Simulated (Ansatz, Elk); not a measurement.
**How far do independent atoms describe Cd3Mo?**

The structure of Cd3Mo used here is made up (a known structure type with other elements) and was relaxed beforehand with PBE. The aim is the Fourier transform of its all-electron density, F(hkl), set beside the sum over free spherical atoms that refinements use.

Program: Elk 11.2.3 (patched build). Level of theory: DFT, PBE, all-electron APW+lo, Dirac cores, scalar-relativistic bands, static density, no spin. Results are calculated unless marked as measured.

The structure was built from a prototype and need not be the compound's stable phase.

## (1) Starting point

The structure is cubic, space group Pm-3m (No. 221). Conventional cell: a = 4.246 Å, b = 4.246 Å, c = 4.246 Å, α = 90.00°, β = 90.00°, γ = 90.00°. Cd has 8 Cd at 3.00 Å and 4 Mo at 3.00 Å nearest. Mo has 12 Cd at 3.00 Å nearest. Farther neighbours are not listed.

## (2) Ground state and structure factors

An all-electron density is needed, since X-rays see the cores too. Task 0 finds the density and task 195 Fourier-transforms it; tshift is off so that phases refer to the origin typed.

File elk.in:

```
tasks
  0
  195

xctype
  20

spinpol
  .false.

rgkmax
  7.0

gmaxvr
  14.0

lmaxo
  7

lmaxapw
  8

swidth
  0.002

tshift
  .false.

ramdisk
  .false.

hmaxvr
  5.5

maxscl
  120

epspot
  1e-06

sppath
  './'

avec
  8.02291143880 -0.00000000000 -0.00000000000
  -0.00000000000 8.02291143880 0.00000000000
  -0.00000000000 0.00000000000 8.02291143880

atoms
  2
  'Cd.in'
  3
  0.5000000000 0.5000000000 0.0000000000   0.000000 0.000000 0.000000
  0.5000000000 0.0000000000 0.5000000000   0.000000 0.000000 0.000000
  0.0000000000 0.5000000000 0.5000000000   0.000000 0.000000 0.000000
  'Mo.in'
  1
  -0.0000000000 -0.0000000000 -0.0000000000   0.000000 0.000000 0.000000

ngridk
  5 5 5
```

Command:

```console
$ OMP_NUM_THREADS=4 elk
```

Numbers of over 12 decimals in the logs are rounded to 6 here.

Output:

```text
┌─────────────────────────┐
│ Elk code version 11.2.3 │
└─────────────────────────┘

All units are atomic (Hartree, Bohr, etc.)

┌─────────────────────────────────────────────────┐
│ Ground-state run starting from atomic densities │
└─────────────────────────────────────────────────┘

Lattice vectors :
   8.022911439      -0.000000000      -0.000000000
  -0.000000000       8.022911439       0.000000000
  -0.000000000       0.000000000       8.022911439

Reciprocal lattice vectors :
  0.7831552617       0.000000000       0.000000000
   0.000000000      0.7831552617       0.000000000
   0.000000000       0.000000000      0.7831552617

Unit cell volume      :    516.4116067
Brillouin zone volume :   0.4803343113

Muffin-tin inner radius fraction :   0.1000000000E-01

Nuclei treated as point charges

Species : 1 (Cd)
 parameters loaded from : Cd.in
 name : cadmium
 nuclear charge    :   -48.00000000
 electronic charge :    48.00000000
 atomic mass :    204912.7176
 muffin-tin radius :    2.600000000
 number of radial points in muffin-tin :   1193
 inner part over the whole radius :   0.9972693929E-02
 number on inner part of muffin-tin    :    850
 approximate nuclear radius :   0.8708852602E-04
 number of mesh points to nuclear radius :    426
 atomic positions (lattice), magnetic fields (Cartesian) :
  1 :   0.50000000  0.50000000  0.00000000    0.00000000  0.00000000  0.00000000
  2 :   0.50000000  0.00000000  0.50000000    0.00000000  0.00000000  0.00000000
  3 :   0.00000000  0.50000000  0.50000000    0.00000000  0.00000000  0.00000000

Species : 2 (Mo)
 parameters loaded from : Mo.in
 name : molybdenum
 nuclear charge    :   -42.00000000
 electronic charge :    42.00000000
 atomic mass :    174887.9214
 muffin-tin radius :    2.600000000
 number of radial points in muffin-tin :   1193
 inner part over the whole radius :   0.9897744308E-02
 number on inner part of muffin-tin    :    848
 approximate nuclear radius :   0.8334154960E-04
 number of mesh points to nuclear radius :    419
 atomic positions (lattice), magnetic fields (Cartesian) :
  1 :   0.00000000  0.00000000  0.00000000    0.00000000  0.00000000  0.00000000

Total number of atoms per unit cell :    4
Total muffin-tin volume :    294.4887066
 ratio of muffin-tin to unit cell volume :   0.5702596587

Spin treatment :
 spin-unpolarised

Number of Bravais lattice symmetries :   48
Number of crystal symmetries         :   48
Crystal has inversion symmetry
Real symmetric eigensolver will be used

k-point grid :      5     5     5
k-point offset :    0.000000000       0.000000000       0.000000000
k-point set is reduced with full crystal symmetry group
Total number of k-points :       10

Muffin-tin radius times maximum |G+k| :    7.000000000
 using average radius
Maximum |G+k| for APW functions       :    2.692307692
Maximum (1/2)|G+k|²                   :    3.624260355
Maximum |G| for potential and density :    14.00000000
Constant for pseudocharge density :    9
 order of it for each species :   16  16
 order of it for pair densities of each species (exact exchange by exxq0 0: 17) :   10  10
Radial integration step length :    1

G-vector grid sizes :     36    36    36
Number of G-vectors :    23847

Maximum angular momentum used for
 APW functions            :    8
 outer part of muffin-tin :    7
 inner part of muffin-tin :    2

Total nuclear charge    :   -186.0000000
Total core charge       :    118.0000000
Total valence charge    :    68.00000000
Total excess charge     :    0.000000000
Total electronic charge :    186.0000000

Effective Wigner radius, rₛ :   0.8718962580

Number of empty states         :     16
Total number of valence states :     51
Total number of core states    :    118

Third-order local-orbitals added for an l without core states : T
Total number of local-orbitals :     69

Exchange-correlation functional :     20     0     0
 Perdew-Burke-Ernzerhof, Phys. Rev. Lett. 77, 3865 (1996)
 gradient requirement :    1
[...]
exchange                    :     -577.58460242350
 correlation                 :     -9.949113
 electron entropic           :    -0.46165386572165E-03
 total energy                :     -20838.504239805

Density of states at Fermi energy :    31.39588654
 (states/Hartree/unit cell)

Estimated indirect band gap :   0.5963622653E-02
 from k-point 4 to k-point 3
Estimated direct band gap   :   0.1501356817E-01
 at k-point 4

Charges :
 core                        :    118.0000000
 valence                     :    68.00000000
 interstitial                :    5.835460409
 muffin-tins (core leakage)
  species : 1 (Cd)
   atom 1                    :    46.73667794     (  0.2569955625E-03)
   atom 2                    :    46.73667794     (  0.2569955625E-03)
[...]
species : 2 (Mo)
[...]
total in muffin-tins        :    180.1645396
 total calculated charge     :    185.9984312
 total charge                :    186.0000000
 error                       :   0.1568787579E-02

RMS change in Kohn-Sham potential (target) :   0.1012104471     (  0.1000000000E-05)
Absolute change in total energy (target)   :   0.1155427181     (  0.1000000000E-03)

[... loops 3 to 15 left out ...]

┌──────────────────┐
│ Loop number : 16 │
└──────────────────┘

Energies :
 Fermi                       :     0.274866
 sum of occupied eigenvalues :     -12481.993314446
 electron kinetic            :      21799.772048958
 core electron kinetic       :      21147.088621764
 Coulomb                     :     -42049.152943846
 Coulomb potential           :     -33514.480093634
 nuclear-nuclear             :     -2475.1208668173
 electron-nuclear            :     -45705.788691353
 Hartree                     :      6131.7566143244
 Madelung                    :     -25291.912897029
 xc potential                :     -767.28526977057
 exchange                    :     -578.24304784909
 correlation                 :     -9.950489
 electron entropic           :    -0.48987877065782E-03
 total energy                :     -20837.574921211

Density of states at Fermi energy :    32.35791676
 (states/Hartree/unit cell)

Estimated indirect band gap :   0.5982267482E-02
 from k-point 1 to k-point 3
Estimated direct band gap   :   0.1351159687E-01
 at k-point 2

Charges :
 core                        :    118.0000000
 valence                     :    68.00000000
 interstitial                :    5.451205154
 muffin-tins (core leakage)
  species : 1 (Cd)
[...]
species : 2 (Mo)
[...]
total in muffin-tins        :    180.5487948
 total calculated charge     :    185.9985359
 total charge                :    186.0000000
 error                       :   0.1464051963E-02

RMS change in Kohn-Sham potential (target) :   0.6198523934E-07 (  0.1000000000E-05)
Absolute change in total energy (target)   :   0.4090910807E-04 (  0.1000000000E-03)

Convergence targets achieved

┌──────────────────┐
│ Loop number : 17 │
└──────────────────┘

Energies :
 Fermi                       :     0.274866
 sum of occupied eigenvalues :     -12481.993312210
 electron kinetic            :      21799.772055262
 core electron kinetic       :      21147.088624782
 Coulomb                     :     -42049.152945222
 Coulomb potential           :     -33514.480095497
 nuclear-nuclear             :     -2475.1208668173
 electron-nuclear            :     -45705.788693687
 Hartree                     :      6131.7566152821
 Madelung                    :     -25291.912897474
 xc potential                :     -767.28527197518
 exchange                    :     -578.24304789400
 correlation                 :     -9.950489
 electron entropic           :    -0.48987935812233E-03
 total energy                :     -20837.574916306

Density of states at Fermi energy :    32.35796374
 (states/Hartree/unit cell)

Estimated indirect band gap :   0.5982243550E-02
 from k-point 1 to k-point 3
Estimated direct band gap   :   0.1351159614E-01
 at k-point 2

Charges :
 core                        :    118.0000000
 valence                     :    68.00000000
 interstitial                :    5.451204605
 muffin-tins (core leakage)
  species : 1 (Cd)
[...]
atom 2                    :    46.77210783     (  0.2432497695E-03)
   atom 3                    :    46.77210783     (  0.2432497695E-03)
  species : 2 (Mo)
   atom 1                    :    40.23247192     ( -0.2823871981E-07)
 total in muffin-tins        :    180.5487954
 total calculated charge     :    185.9985359
 total charge                :    186.0000000
 error                       :   0.1464052136E-02

┌──────────────────────────────┐
│ Self-consistent loop stopped │
└──────────────────────────────┘

Warning : core states of species 1 leak from the muffin-tin :   0.2432497695E-03

Wrote STATE.OUT
```

It took 18 s on 4 threads of Arm Neoverse V1, shared host; peak memory 0.16 GiB; 40 s of CPU time.

SFACRHO.OUT:

```text

h k l indices transformed by vhmat matrix:
   1.000000000       0.000000000       0.000000000    
   0.000000000       1.000000000       0.000000000    
   0.000000000       0.000000000       1.000000000    

      h      k      l  multipl.   |H|            Re(F)            Im(F)           |F|

      0      0      0      1   0.0000000       186.00000      0.34333779E-17   186.00000    
      0      1      0      6  0.78315526      -6.0458714      0.10351423E-13   6.0458714    
      0     -1      1     12   1.1075488      -6.1059991     -0.52526849E-14   6.1059991    
      1     -1     -1      8   1.3564647       148.38368      0.93355419E-14   148.38368    
     -2      0      0      6   1.5663105       141.20071      0.17989263E-13   141.20071    
     -1      0     -2     24   1.7511884      -5.2232096     -0.86479230E-14   5.2232096    
     -2      1      1     24   1.9183308      -4.9138643     -0.31670986E-13   4.9138643    
     -2      2      0     12   2.2150976       121.75823      0.82898805E-14   121.75823    
     -2     -1      2     24   2.3494658      -4.1876868     -0.19162914E-14   4.1876868    
      3      0      0      6   2.3494658      -4.4318528      0.22481294E-13   4.4318528    
     -3      0     -1     24   2.4765544      -4.1420512      0.19296286E-16   4.1420512    
     -3     -1      1     24   2.5974322       111.71023      0.17407588E-13   111.71023    
      2      2      2      8   2.7129294       109.08832     -0.41434213E-13   109.08832    
      0     -2     -3     24   2.8237065      -3.5953391     -0.20262985E-13   3.5953391    
     -2      3      1     48   2.9302987      -3.4171622     -0.25109788E-13   3.4171622    
      0      0      4      6   3.1326210       99.829195     -0.25204841E-13   99.829195    
      0      4     -1     24   3.2290319      -3.1880287     -0.62087676E-14   3.1880287    
      3      2      2     24   3.2290319      -3.0384729      0.18576191E-13   3.0384729
```

Elk indexes on the primitive cell of elk.in and gives |H| = 4π sin θ/λ in inverse bohr. Below, one row stands for each form hkl of the conventional cell (m members, Friedel mates merged), F is for one primitive cell and the density is static (no thermal factor). Free-atom factors are Waasmaier and Kirfel's, and R is Σm||F|−|F'||/Σm|F|.

| hkl | m | sin θ/λ (Å⁻¹) | abs F, DFT | neutral atoms | diff. |
| --- | --- | --- | --- | --- | --- |
| 100 | 6 | 0.118 | 6.046 | 6.114 | -0.068 |
| 110 | 12 | 0.167 | 6.106 | 5.971 | +0.135 |
| 111 | 8 | 0.204 | 148.384 | 149.053 | -0.669 |
| 200 | 6 | 0.235 | 141.201 | 141.899 | -0.698 |
| 210 | 24 | 0.263 | 5.223 | 5.186 | +0.037 |
| 211 | 24 | 0.288 | 4.914 | 4.947 | -0.033 |
| 220 | 12 | 0.333 | 121.758 | 121.692 | +0.066 |
| 221 | 24 | 0.353 | 4.188 | 4.325 | -0.137 |
| 300 | 6 | 0.353 | 4.432 | 4.325 | +0.107 |
| 310 | 24 | 0.372 | 4.142 | 4.140 | +0.002 |
| 311 | 24 | 0.391 | 111.710 | 111.541 | +0.169 |
| 222 | 8 | 0.408 | 109.088 | 108.755 | +0.333 |
| 320 | 24 | 0.425 | 3.595 | 3.640 | -0.045 |
| 321 | 48 | 0.441 | 3.417 | 3.491 | -0.074 |
| 400 | 6 | 0.471 | 99.829 | 99.711 | +0.118 |
| 410 | 24 | 0.486 | 3.188 | 3.103 | +0.085 |
| 322 | 24 | 0.486 | 3.038 | 3.103 | -0.064 |
| 330 | 12 | 0.500 | 2.989 | 2.993 | -0.003 |

## (3) The highest occupied states alone

An energy window below the Fermi level keeps the highest occupied states, to see at which angles they scatter; shallow core shells can lie inside it and anion s states outside. No new self-consistency is needed.

Edit elk.in of step 2 so:

```diff
@@ -1,3 +1,2 @@
 tasks
-  0
   195
@@ -40,2 +39,5 @@
 
+wsfac
+  -0.166130 0.574870
+
 sppath
```

Command:

```console
$ OMP_NUM_THREADS=4 elk
```

Output:

```text
┌─────────────────────────────────┐
│ Elk code version 11.2.3 started │
└─────────────────────────────────┘

Info(readinput): the functional depends on the density's gradient
 muffin-tin radial points multiplied by    2.00000
 (not where nrmtscf is given)

┌────────────────────┐
│ Current task : 195 │
└────────────────────┘

Info(sfacrho): density structure factors written to SFACRHO.OUT

 Energy window :  -0.1661300000      0.5748700000

┌──────────────────┐
│ Elk code stopped │
└──────────────────┘
```

Elapsed: 8.9 s, on 4 threads; peak memory 0.16 GiB.

States within 12 eV below the Fermi level hold 42.00 electrons; any levels below the window count with the cores. Their amplitudes can exceed the total, where window and core parts have opposite phase:

| hkl | sin θ/λ (Å⁻¹) | abs F, window | abs F, all |
| --- | --- | --- | --- |
| 100 | 0.118 | 5.442 | 6.046 |
| 110 | 0.167 | 5.023 | 6.106 |
| 111 | 0.204 | 17.646 | 148.384 |
| 200 | 0.235 | 14.161 | 141.201 |
| 210 | 0.263 | 3.212 | 5.223 |
| 211 | 0.288 | 2.714 | 4.914 |
| 220 | 0.333 | 6.877 | 121.758 |
| 221 | 0.353 | 1.642 | 4.188 |
| 300 | 0.353 | 1.885 | 4.432 |
| 310 | 0.372 | 1.532 | 4.142 |

## (4) Another functional

The difference from free atoms is small, so it is set against the change that PBEsol makes.

Edit elk.in of step 3 so:

```diff
@@ -1,2 +1,3 @@
 tasks
+  0
   195
@@ -4,3 +5,3 @@
 xctype
-  20
+  22
 
@@ -39,5 +40,2 @@
 
-wsfac
-  -0.166130 0.574870
-
 sppath
```

Command:

```console
$ OMP_NUM_THREADS=4 elk
```

Output:

```text
┌─────────────────────────┐
│ Elk code version 11.2.3 │
└─────────────────────────┘

All units are atomic (Hartree, Bohr, etc.)

┌─────────────────────────────────────────────────┐
│ Ground-state run starting from atomic densities │
└─────────────────────────────────────────────────┘

Lattice vectors :
   8.022911439      -0.000000000      -0.000000000
  -0.000000000       8.022911439       0.000000000
  -0.000000000       0.000000000       8.022911439

Reciprocal lattice vectors :
  0.7831552617       0.000000000       0.000000000
[...]
muffin-tins (core leakage)
  species : 1 (Cd)
[...]
atom 3                    :    46.77230994     (  0.2460182311E-03)
  species : 2 (Mo)
   atom 1                    :    40.22103992     ( -0.2714694247E-07)
 total in muffin-tins        :    180.5379697
 total calculated charge     :    185.9985140
 total charge                :    186.0000000
 error                       :   0.1486047836E-02

┌──────────────────────────────┐
│ Self-consistent loop stopped │
└──────────────────────────────┘

Warning : core states of species 1 leak from the muffin-tin :   0.2460182311E-03

Wrote STATE.OUT
[key lines of the parts left out:]
total energy                :     -20827.660473495
```

Wall time 18 s (4 threads); peak memory 0.16 GiB; 40 s of CPU time.

Against the first run R = 0.02 %; the largest change is -0.039 at 111.

## (5) Basis size

The basis and the expansions that go with it are enlarged, to see whether the differences are converged.

Edit elk.in of step 4 so:

```diff
@@ -5,3 +5,3 @@
 xctype
-  22
+  20
 
@@ -11,12 +11,12 @@
 rgkmax
-  7.0
+  8.5
 
 gmaxvr
-  14.0
+  18.0
 
 lmaxo
-  7
+  9
 
 lmaxapw
-  8
+  10
```

Command:

```console
$ OMP_NUM_THREADS=4 elk
```

Output:

```text
┌─────────────────────────┐
│ Elk code version 11.2.3 │
└─────────────────────────┘

All units are atomic (Hartree, Bohr, etc.)

┌─────────────────────────────────────────────────┐
│ Ground-state run starting from atomic densities │
└─────────────────────────────────────────────────┘

Lattice vectors :
   8.022911439      -0.000000000      -0.000000000
  -0.000000000       8.022911439       0.000000000
  -0.000000000       0.000000000       8.022911439

Reciprocal lattice vectors :
  0.7831552617       0.000000000       0.000000000
[...]
muffin-tins (core leakage)
  species : 1 (Cd)
[...]
atom 3                    :    46.78390669     (  0.2433488175E-03)
  species : 2 (Mo)
   atom 1                    :    40.25033573     ( -0.2786681819E-07)
 total in muffin-tins        :    180.6020558
 total calculated charge     :    185.9992632
 total charge                :    186.0000000
 error                       :   0.7367600489E-03

┌──────────────────────────────┐
│ Self-consistent loop stopped │
└──────────────────────────────┘

Warning : core states of species 1 leak from the muffin-tin :   0.2433488175E-03

Wrote STATE.OUT
[key lines of the parts left out:]
total energy                :     -20837.609851401
```

The job ended after 42 s (4 threads; peak memory 0.3 GiB; 87 s of CPU time).

Against the first run R = 0.01 %; the largest change is -0.019 at 311.

## (6) A coarser k-mesh

About half the k-points along each axis test the sampling.

Edit elk.in of step 5 so:

```diff
@@ -11,12 +11,12 @@
 rgkmax
-  8.5
+  7.0
 
 gmaxvr
-  18.0
+  14.0
 
 lmaxo
-  9
+  7
 
 lmaxapw
-  10
+  8
 
@@ -60,2 +60,2 @@
 ngridk
-  5 5 5
+  2 2 2
```

Command:

```console
$ OMP_NUM_THREADS=4 elk
```

Output:

```text
┌─────────────────────────┐
│ Elk code version 11.2.3 │
└─────────────────────────┘

All units are atomic (Hartree, Bohr, etc.)

┌─────────────────────────────────────────────────┐
│ Ground-state run starting from atomic densities │
└─────────────────────────────────────────────────┘

Lattice vectors :
   8.022911439      -0.000000000      -0.000000000
  -0.000000000       8.022911439       0.000000000
  -0.000000000       0.000000000       8.022911439

Reciprocal lattice vectors :
  0.7831552617       0.000000000       0.000000000
[...]
muffin-tins (core leakage)
  species : 1 (Cd)
[...]
atom 3                    :    46.77107000     (  0.2426074789E-03)
  species : 2 (Mo)
   atom 1                    :    40.19431039     ( -0.2835459156E-07)
 total in muffin-tins        :    180.5075204
 total calculated charge     :    185.9984108
 total charge                :    186.0000000
 error                       :   0.1589151459E-02

┌──────────────────────────────┐
│ Self-consistent loop stopped │
└──────────────────────────────┘

Warning : core states of species 1 leak from the muffin-tin :   0.2426074789E-03

Wrote STATE.OUT
[key lines of the parts left out:]
total energy                :     -20837.562540560
```

Elapsed: 16 s, on 4 threads; peak memory 0.16 GiB.

Against the first run R = 0.10 %; the largest change is -0.103 at 300.

## (7) Settings against the effect

| run | R against the first run (%) | R against neutral atoms, low angle (%) | wall time |
| --- | --- | --- | --- |
| PBE, rgkmax 7 | 0.00 | 0.55 | 18 s |
| PBEsol | 0.02 | 0.58 | 18 s |
| rgkmax 8.5 with larger expansions | 0.01 | 0.55 | 42 s |
| k-mesh 2×2×2 | 0.10 | 0.53 | 16 s |

## (8) Results

```json
{
 "R against neutral atoms, sin θ/λ < 0.3 Å⁻¹": "0.55 %",
 "R against neutral atoms, 0.3 to 0.82 Å⁻¹": "0.32 %"
}
```

**Reading.** Independent neutral atoms miss the calculated amplitudes by R = 0.55 % below 0.3 Å⁻¹ and 0.32 % from there to 0.82 Å⁻¹; by shells, 1.13 % below 0.15 Å⁻¹ (1 form), 0.55 % 0.15 to 0.3 (5 forms), 0.29 % 0.3 to 0.45 (8 forms), 0.32 % above 0.45 (43 forms). Bonding, aspherical density and the tables' own atoms all enter these figures, and the runs don't part them. The largest change of an amplitude is -0.70 electrons, at 200. The window's part falls from 42.0 electrons at the origin to at most 1.15 between 0.45 and 0.82 Å⁻¹, where compact states inside the window still scatter. Below 0.3 Å⁻¹ the changes that finished (PBEsol, rgkmax 8.5 with larger expansions and k-mesh 2×2×2) move F by R = 0.06 % at most, against the 0.55 % that separates it from free atoms. These runs have no spin, though d or f shells may be open. Part of the difference isn't bonding: the tables are fits to free atoms and ions calculated by other methods than this functional. Thermal motion, anomalous dispersion and extinction are left out.

[Logs are printed without paths, hosts, clocks, repeated set-up lines and the standing remarks that a program may print on its own settings, such as how far it seeks lower states.]

[Hosts, paths, dates, database ids (printed as entryN), source tags and the programs' standing remarks are cut or masked in the printed files.]
